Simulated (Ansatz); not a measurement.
## SiC (P6_3mc):Se_C, thermodynamic levels from a 108-atom cell

Wanted: the transition levels of a substitutional impurity in SiC (P6_3mc), from a cell of 108 host atoms with 1 C taken out and 1 Se put in.

Main program and level: Ansatz 0.2.0; place-levels on r2SCAN runs: charge-transition levels and formation energies with image-charge correction and potential alignment at the atomic sites; PAW set soft_1.

The experiments to compare with:

For SiC, 6H (bulk crystal, literature), “Charge spill-out and work function of few-layer graphene on SiC(0001)” (2018, arxiv:1806.04908) quotes earlier work: band gap (indirect gap, experimental literature value) 3.03 eV [Literature value cited in passing in the theory part; temperature and measurement method …].

This is a report of a sequence of runs, with most program output left out.

## Step 1: The structure

The cell holds 108 atoms: 54 Si, 53 C and 1 Se. Cell: a = 9.236 Å, b = 9.236 Å, c = 15.108 Å, α = 90.0°, β = 90.0°, γ = 120.0°. It derives from SiC (space group P6_3mc). Nearest the centre at fractional (0.556, 0.444, 0.542): Se59 at 0.00 Å, Si89 at 1.89 Å, Si53 at 1.89 Å, Si101 at 1.89 Å, Si51 at 1.89 Å, C23 at 3.08 Å, C47 at 3.08 Å, C11 at 3.08 Å.

The host's dielectric constants go in as inputs: (7.09, 7.09, 7.35) for the electrons alone, (10.43, 10.43, 10.95) with the ions, computed on the host (DFPT, PBEsol, on the r2SCAN cell), and a cell off the functional's own equilibrium shifts the ionic part.

The cell's shortest repeat is 9.2 Å.

## Step 2: The runs of each charge state

A transition level is the Fermi level at which two charge states cost the same, so each charge needs its own total energy, at its own relaxed structure.

Each atom starts 0.05 Å or so off its site in a random direction: a symmetric start keeps its symmetry, and would miss off-centre moves and Jahn–Teller distortions. Forces are taken at one point at (¼, ¼, ¼). The cell holds 1 electron more than the neutral one, with a uniform background that keeps it neutral on the whole. The electron count is odd, so at least one spin is unpaired; this run locks the moment at 1 μB.

The sampling was tested on the host first: at the k-points planned (1x1x1 shifted 0.25 0.25 0.25) its energy lies -0.041 eV an atom from the dense-mesh value, a large miss, so this sampling is coarse for the host.

One of the inputs; charge, spin and start change from state to state.

File qm1_M1.relax/input.yaml:

```yaml
crystal:
  lattice:
    - [9.23599493, 0.0, 0.0]
    - [-4.61799746, 7.99860624, 0.0]
    - [0.0, 0.0, 15.1078644]
  atoms:
    - { symbol: Si, position: [0.11111111, 0.22222222, 0.8329854] }
    - { symbol: Si, position: [0.22222222, 0.11111111, 0.3329854] }
[... 8 atom lines left out ...]
    - { symbol: C, position: [0.22222222, 0.11111111, 0.54152848] }
[... 11 atom lines left out ...]
    - { symbol: C, position: [0.22222222, 0.44444444, 0.54152848] }
[... 5 atom lines left out ...]
    - { symbol: Si, position: [0.0, 0.66666667, 0.49972248] }
[... 11 atom lines left out ...]
    - { symbol: Si, position: [0.33333333, 0.0, 0.49972248] }
[... 3 atom lines left out ...]
    - { symbol: C, position: [0.44444444, 0.22222222, 0.70799668] }
[... 1 atom line left out ...]
    - { symbol: C, position: [0.55555556, 0.11111111, 0.54152848] }
[... 2 atom lines left out ...]
    - { symbol: Si, position: [0.55555556, 0.44444444, 0.3329854] }
    - { symbol: Si, position: [0.55555556, 0.44444444, 0.66650102] }
[... 1 atom line left out ...]
    - { symbol: Si, position: [0.33333333, 0.33333333, 0.49972248] }
[... 2 atom lines left out ...]
    - { symbol: C, position: [0.33333333, 0.33333333, 0.37436694] }
    - { symbol: C, position: [0.44444444, 0.55555556, 0.70799668] }
[... 1 atom line left out ...]
    - { symbol: Se, position: [0.55555556, 0.44444444, 0.54152848] }
[... 11 atom lines left out ...]
    - { symbol: C, position: [0.55555556, 0.77777778, 0.54152848] }
[... 17 atom lines left out ...]
    - { symbol: Si, position: [0.66666667, 0.33333333, 0.49972248] }
[... 2 atom lines left out ...]
    - { symbol: C, position: [0.66666667, 0.33333333, 0.37436694] }
    - { symbol: C, position: [0.77777778, 0.55555556, 0.70799668] }
[... 1 atom line left out ...]
    - { symbol: C, position: [0.88888889, 0.44444444, 0.54152848] }
[... 5 atom lines left out ...]
    - { symbol: Si, position: [0.66666667, 0.66666667, 0.49972248] }
[... 2 atom lines left out ...]
    - { symbol: C, position: [0.66666667, 0.66666667, 0.37436694] }
[... 2 atom lines left out ...]
    - { symbol: C, position: [0.88888889, 0.77777778, 0.54152848] }
    - { symbol: C, position: [0.77777778, 0.88888889, 0.04152848] }
  host:
    repeats: [3, 3, 1]
    atoms:
      - { symbol: Si, position: [0.33333333, 0.66666667, 0.8329854] }
      - { symbol: Si, position: [0.66666667, 0.33333333, 0.3329854] }
      # ... 10 more atoms of the perfect host
total_charge: -1
basis:
  ecutwfc: 500
  xc_grid: 2
hamiltonian:
  xc: r2scan
  pseudopotentials: { kind: paw, azcp: { folder: soft_1 } }
kpoints:
  mp_grid: { grid: [1, 1, 1], shift: [0.25, 0.25, 0.25] }
magnetization:
  spin_polarized: true
  initial_magnetization: 1
  spin_locking: { lock_magnetization: hard }
scf:
  occupations: { method: fixed }
  max_iter: 100
output:
  forces: true
  charged_corrections:
    epsilon: [7.09, 7.09, 7.35]
    static_epsilon: [10.43, 10.43, 10.95]
    defect_position: [0.555556, 0.444444, 0.541528]
relax:
  f_tol: 0.02
  max_steps: 80
  random_displacement: { amplitude: 0.05, seed: 8452 }
checkpoint:
  write: "../qm1_M1.relax.run"
  compress: false
  write_wavefunctions: true
  write_every: 100000
```

Command:

```
$ ansatz run input.yaml --threads 4 --pin off --max-ram 15073MiB --backend cpu --events-out ev --progress --plain --runs-dir out
```

The relaxed structure is kept and the sampling changed to a 2×2×2 shifted mesh.

The run of this state that the levels use, under r2SCAN:

File qm1_M1.point/input.yaml:

```yaml
crystal:
  checkpoint: "../qm1_M1.relax.run"
  host: checkpoint
total_charge: -1
basis:
  ecutwfc: 500
  xc_grid: 2
hamiltonian:
  xc: r2scan
  pseudopotentials: { kind: paw, azcp: { folder: soft_1 } }
kpoints:
  mp_grid: { grid: [2, 2, 2], shift: [0.5, 0.5, 0.5] }
magnetization:
  spin_polarized: true
  initial_magnetization: 1
  spin_locking: { lock_magnetization: hard }
scf:
  occupations: { method: fermi_dirac, width: 0.01 }
  max_iter: 100
output:
  forces: true
  eigenvalues: true
  charged_corrections:
    epsilon: [7.09, 7.09, 7.35]
    static_epsilon: [10.43, 10.43, 10.95]
    defect_position: [0.555556, 0.444444, 0.541528]
  eigenstates: { localisation: true }
  populations: true
  efg: {}
checkpoint:
  read: "../qm1_M1.relax.run"
  write: "../qm1_M1.point.run"
  compress: false
  write_wavefunctions: false
  write_every: 100000
```

Relaxations under r2SCAN at one point at (¼, ¼, ¼); times on 4 threads of Intel Xeon Platinum 8259CL at 2.50GHz (Skylake/Cascade Lake), shared host:

| charge | moment (μB) | occupations | outcome | steps | largest displacement against the far atoms (Å) | time |
| --- | --- | --- | --- | --- | --- | --- |
| −1 | 1 | fixed | converged | 9 | 0.46 | 11 min |
| 0 | 0 | fixed | converged | 8 | 0.47 | 4.8 min |
| +1 | 1 | fixed | converged | 8 | 0.42 | 10 min |
| +2 | 0 | fixed | converged | 7 | 0.39 | 4 min |
| 0 | 2 | fixed | converged | 15 | 0.43 | 21 min |

Single points under r2SCAN at a 2×2×2 shifted mesh; times on 4 threads of Intel Xeon Platinum 8259CL at 2.50GHz (Skylake/Cascade Lake), shared host:

| charge | moment (μB) | occupations | outcome | time |
| --- | --- | --- | --- | --- |
| −1 | 1 | fermi-dirac | converged | 9.4 min |
| 0 | 0 | fermi-dirac | converged | 4.1 min |
| +1 | 1 | fermi-dirac | converged | 9.5 min |
| +2 | 0 | fermi-dirac | converged | 3.7 min |
| 0 | 2 | fermi-dirac | converged | 11 min |

Distances (Å) from Se59 to the nearest atoms after relaxation with r2SCAN:

| charge | moment (μB) | 1. | 2. | 3. | 4. | 5. | 6. |
| --- | --- | --- | --- | --- | --- | --- | --- |
| −1 | 1 | Si 2.25 | Si 2.27 | Si 2.27 | Si 2.30 | C 3.08 | C 3.09 |
| 0 | 0 | Si 2.24 | Si 2.27 | Si 2.27 | Si 2.31 | C 3.08 | C 3.08 |
| 0 | 2 | Si 2.25 | Si 2.25 | Si 2.26 | Si 2.30 | C 3.09 | C 3.09 |
| +1 | 1 | Si 2.24 | Si 2.25 | Si 2.25 | Si 2.27 | C 3.09 | C 3.09 |
| +2 | 0 | Si 2.23 | Si 2.23 | Si 2.23 | Si 2.24 | C 3.10 | C 3.10 |

## Step 3: Levels against the band edges, r2SCAN

A charged cell interacts with its images and the background, and its potential has another zero than the host's. place-levels removes the first by a point-charge model, screened by the static dielectric constant since the ions have relaxed around the charge, and the second by comparing potentials at atoms far from the defect.

The host is a run of the defect-free crystal in the same cutoffs, grids and k-points, so that basis and sampling errors cancel in part in the differences. The host is run in a cell of 12 atoms on a matching mesh. Its band edges are searched through the zone by a band path, so the gap is smaller than, or equal to, that on the mesh. Chemical potentials are energies per atom of C (diamond) and Se (trigonal (grey) selenium), run with the same functional and cutoff. Carbon is taken as diamond, which semilocal functionals can put about 0.1 eV an atom over graphite.

File levels.point.yaml:

```yaml
host:
  run: host.point.run
states: [qm1_M1.point.run, q0.point.run, qp1_M1.point.run, qp2.point.run, q0_M2.point.run]
geometry_from:
  qm1_M1.point.run: qm1_M1.relax.run
  q0.point.run: q0.relax.run
  qp1_M1.point.run: qp1_M1.relax.run
  qp2.point.run: qp2.relax.run
  q0_M2.point.run: q0_M2.relax.run
  host.point.run: host.relax.run
chemical_potentials:
  C:
    energy: -251.553391
    dataset: "<sha256 of the dataset>"
  Se:
    energy: -5478.140172
    dataset: "<sha256 of the dataset>"
epsilon: [7.09, 7.09, 7.35]
static_epsilon: [10.43, 10.43, 10.95]
vertical:
  - { from: qm1_M1.point.run, to: qm1_M1.point_neutral.run }
  - { from: qp1_M1.point.run, to: qp1_M1.point_neutral.run }
  - { from: qp2.point.run, to: qp2.point_neutral.run }
```

Command:

```
$ ansatz place-levels levels.point.yaml -- --threads 4 --pin off --max-ram 15073MiB
```

The job ended after 1.1 s (4 threads of Intel Xeon Platinum 8259CL at 2.50GHz (Skylake/Cascade Lake), shared host).

Levels between the charges placed, in eV above the valence top:

|  | gap (eV) | (+2/+1) | (+1/0) | (0/−1) |
| --- | --- | --- | --- | --- |
| r2SCAN | 2.37 | 1.85 | 2.22 | 2.40 |

Corrections by state:

| charge | moment (μB) | image terms and alignment (eV) | band filling (eV) | ε used | over the lowest of its charge, as the program ranks them, band filling apart (eV) |
| --- | --- | --- | --- | --- | --- |
| +2 | 0.0 | 0.990 | - | principal values (10.43, 10.43, 10.95) | 0.000 |
| +1 | 1.0 | 0.373 | - | principal values (10.43, 10.43, 10.95) | 0.000 |
| 0 | 0.0 | 0.000 | - | - | 0.000 |
| −1 | 1.0 | -0.150 | -0.322 | principal values (10.43, 10.43, 10.95) | 0.000 |
| 0 | 2.0 | 0.000 | - | - | 0.298 |

The charged structures listed were also run neutral, and place-levels reads from each pair, by the potential or the spins, how wide the charge is by which they differ; that can be the carrier of either run.

| charge | rms radius (Å) | spread where it is widest against the cell (Å) | wide from (Å) | reading |
| --- | --- | --- | --- | --- |
| +2 | 4.8 | 2.76 | 1.39 | wide |
| +1 | 4.8 | 2.80 | 1.39 | wide |
| −1 | 6.0 | 3.48 | 1.39 | wide |

The neutral runs of these pairs need not share the spin of the lowest neutral state, and very wide values only mean spread over the cell.

From the program's caveats on the states, each cut to its opening words:

- charge +2, +1 (1 μB): it parts from the run at its places by a charge that spreads by about 2.8 Å along one vector (1.4 Å or more is wide), by its potential at epsilon [7.09, 7.09, [...]
- charge +1 (1 μB): its sublattices stand up to 0.0370 Å off the host's, which by the two runs' forces adds about +0.01 eV to its energy against the host's, and moves the band [...]
- charge +1 (1 μB), −1 (1 μB), 0 (2 μB): flagged: stability check not made
- charge 0: its alignment with the host at atomic sites is doubtful: the mean over the far sites moves by -0.0511 eV from their farther parts to their nearer, more than [...]
- charge 0: its sublattices stand up to 0.0346 Å off the host's, which by the two runs' forces adds about +0.03 eV to its energy against the host's, and moves the band [...]
- charge −1 (1 μB): it parts from the run at its places by a charge that spreads by about 3.5 Å along one vector (1.4 Å or more is wide), by its potential at epsilon [7.09, 7.09, [...]
- charge −1 (1 μB): a band-filling correction moves a carrier to the host's band edge, which changes its energy by -0.322 eV
- charge −1 (1 μB): its alignment with the host at atomic sites is doubtful: the mean over the far sites moves by -0.1643 eV from their farther parts to their nearer, more than [...]
- charge −1 (1 μB): the host's ions (past the first shell or, of a walk that freed a part, those that it held) aren't shown at rest: they stand up to 0.072 Å off their sites, 2.59 [...]
- charge −1 (1 μB): its sublattices stand up to 0.0423 Å off the host's, which by the two runs' forces adds about +0.04 eV to its energy against the host's, and moves the band [...]
- charge −1 (1 μB): its moments are held at its close (magnetization.spin_locking), by a field of 0.021 eV a Bohr magneton, and its energy and levels are of the state that this [...]
- charge 0 (2 μB): its alignment with the host at atomic sites is doubtful: the mean over the far sites moves by -0.1122 eV from their farther parts to their nearer, more than [...]
- charge 0 (2 μB): its moments are held at its close (magnetization.spin_locking), by a field of 0.201 eV a Bohr magneton, and its energy and levels are of the state that this [...]

The host's formation energy from the elements is -0.356 eV per atom; it sets how far the chemical potentials can move.

Limit set by the element alone; other compounds of these elements are not counted. Chemical potentials from the elements' reference states: C 0.00 eV, Si -0.71 eV, Se 0.00 eV. Formation energy by charge state (C-rich; gap 2.37 eV):

| charge | at valence top (eV) | at conduction bottom (eV) | correction included (eV) |
| --- | --- | --- | --- |
| +2 | 1.64 | 6.38 | 0.99 |
| +1 | 3.49 | 5.86 | 0.37 |
| 0 | 5.70 | 5.70 | 0.00 |
| −1 | 8.11 | 5.74 | -0.47 |

Fermi level (eV), lowest formation energy (eV) and a bar from the least value:
```
     0.00       1.64 
     0.22       2.07 ###
     0.43       2.50 ######
     0.65       2.93 ##########
     0.86       3.36 #############
     1.08       3.79 ################
     1.29       4.22 ###################
     1.51       4.65 ######################
     1.72       5.08 #########################
     1.94       5.43 ############################
     2.15       5.64 ##############################
     2.37       5.70 ##############################
```

Limit set by the element alone; other compounds of these elements are not counted. Chemical potentials from the elements' reference states: Si 0.00 eV, C -0.71 eV, Se 0.00 eV. Formation energies (Si-rich), with the Fermi level at the valence top and at the conduction bottom (gap 2.37 eV):

| charge | at valence top (eV) | at conduction bottom (eV) | correction included (eV) |
| --- | --- | --- | --- |
| +2 | 0.93 | 5.66 | 0.99 |
| +1 | 2.77 | 5.14 | 0.37 |
| 0 | 4.99 | 4.99 | 0.00 |
| −1 | 7.40 | 5.03 | -0.47 |

```tsv
Fermi level (eV)	lowest formation energy (eV)
0.00	0.93
0.22	1.36
0.43	1.79
0.65	2.22
0.86	2.65
1.08	3.08
1.29	3.51
1.51	3.94
1.72	4.37
1.94	4.71
2.15	4.93
2.37	4.99
```

## Step 4: Effect of the sampling

The relaxations' own energies give the levels at their sampling, for comparison.

File levels.relax_mesh.yaml:

```yaml
host:
  run: host.relax.run
states: [qm1_M1.relax.run, q0.relax.run, qp1_M1.relax.run, qp2.relax.run, q0_M2.relax.run]
chemical_potentials:
  C:
    energy: -251.553391
    dataset: "<sha256 of the dataset>"
  Se:
    energy: -5478.140172
    dataset: "<sha256 of the dataset>"
```

Command:

```
$ ansatz place-levels levels.relax_mesh.yaml -- --threads 4 --pin off --max-ram 15073MiB
```

It took 0.35 s on 4 threads.

Levels between neighbouring charges, in eV above the valence top:

|  | gap (eV) | (+2/+1) | (+1/0) | (0/−1) |
| --- | --- | --- | --- | --- |
| one point at (¼, ¼, ¼) | 2.38 | 1.86 | 2.24 | 2.42 |
| a 2×2×2 shifted mesh | 2.37 | 1.85 | 2.22 | 2.40 |

Going from one point at (¼, ¼, ¼) to a 2×2×2 shifted mesh moves the levels that carry no band-filling term by up to 0.02 eV and formation energies against the elements by up to 0.10 eV; band-filling terms, which differ between samplings, are in these energies.

## Step 5: Summary of results

```yaml
gap_of_the_host: 2.37 eV (r2SCAN)
level_plus_2_plus_1: 1.85 eV above the valence top
level_plus_1_over_0: 2.22 eV above the valence top
level_0_minus_1: 2.40 eV above the valence top, past the conduction bottom (2.73 eV above the valence top without the band-filling term)
lowest_of_the_charges_placed_just_above_the_valence_top_0p02_ev: +2
lowest_of_the_charges_placed_just_below_the_conduction_bottom_0p02_ev: 0
lowest_formation_energy_at_mid_gap_of_the_charges_run_c_rich: 4.01 eV
lowest_formation_energy_at_mid_gap_of_the_charges_run_si_rich: 3.29 eV
```

Of the charges placed (−1, 0, +1 and +2), the lowest changes at 1.85 eV (+2/+1) and 2.22 eV (+1/0) above the valence top, in a gap of 2.37 eV. (+2/+1) and (+1/0) lie nearer to a band edge than the share of the finite-size correction in them (0.62 and 0.37 eV), and that correction holds for a localised charge alone. Charges above +2 were not placed, so these runs say nothing of levels that involve them. States placed: +2 at 0 μB; +1 at 1 μB; 0 at 0 μB and 2 μB; −1 at 1 μB. Other spin states or structures, where not listed, weren't placed. The program finds carriers beyond a band edge of the host and adds a band-filling term at charge −1 (-0.32 eV); steps to such a charge show no bound level, and a defect level inside a band would be read the same way. Se is taken at its element; compounds, which aren't counted here, bound the chemical potentials and would shift these formation energies. Going from one point at (¼, ¼, ¼) to a 2×2×2 shifted mesh moves the levels that carry no band-filling term by up to 0.02 eV and formation energies against the elements by up to 0.10 eV; band-filling terms, which differ between samplings, are in these energies. The program doubts the alignment of potentials for at least one state, a sign that the cell is small. Limits: r2SCAN makes the gap too small and tends to spread out bound carriers; force components of up to 0.29 eV/Å remain in a run at the final settings.

Comparison with the measured values:

```
                             quantity  measured           r2SCAN
band gap (least gap of the host) (eV)      3.03  2.37 (-0.66 eV)
```

Measured values from arxiv:1806.04908 (2018).

Verdict: The band gap is off by -0.66 eV: a clear miss. Local and semilocal functionals usually give gaps below the measured ones. Zero-point and thermal motion shift the measured gap.

[Logs are printed without paths, hosts, clocks, repeated set-up lines and the standing remarks that a program may print on its own settings, such as how far it seeks lower states.]

[Hosts, paths, dates, database ids (printed as entryN), source tags and the programs' standing remarks are cut or masked in the printed files.]

[Where a table of states has a column of steps, it counts the stored structures, which are thinned; the runs took as many ionic steps or more.]

[A defect's name tells the site on which it was built; relaxed atoms can leave that site.]

[For some hosts the program warned that the k-mesh of the response run may be too coarse for force constants and the static dielectric constant; such warnings are not shown here.]
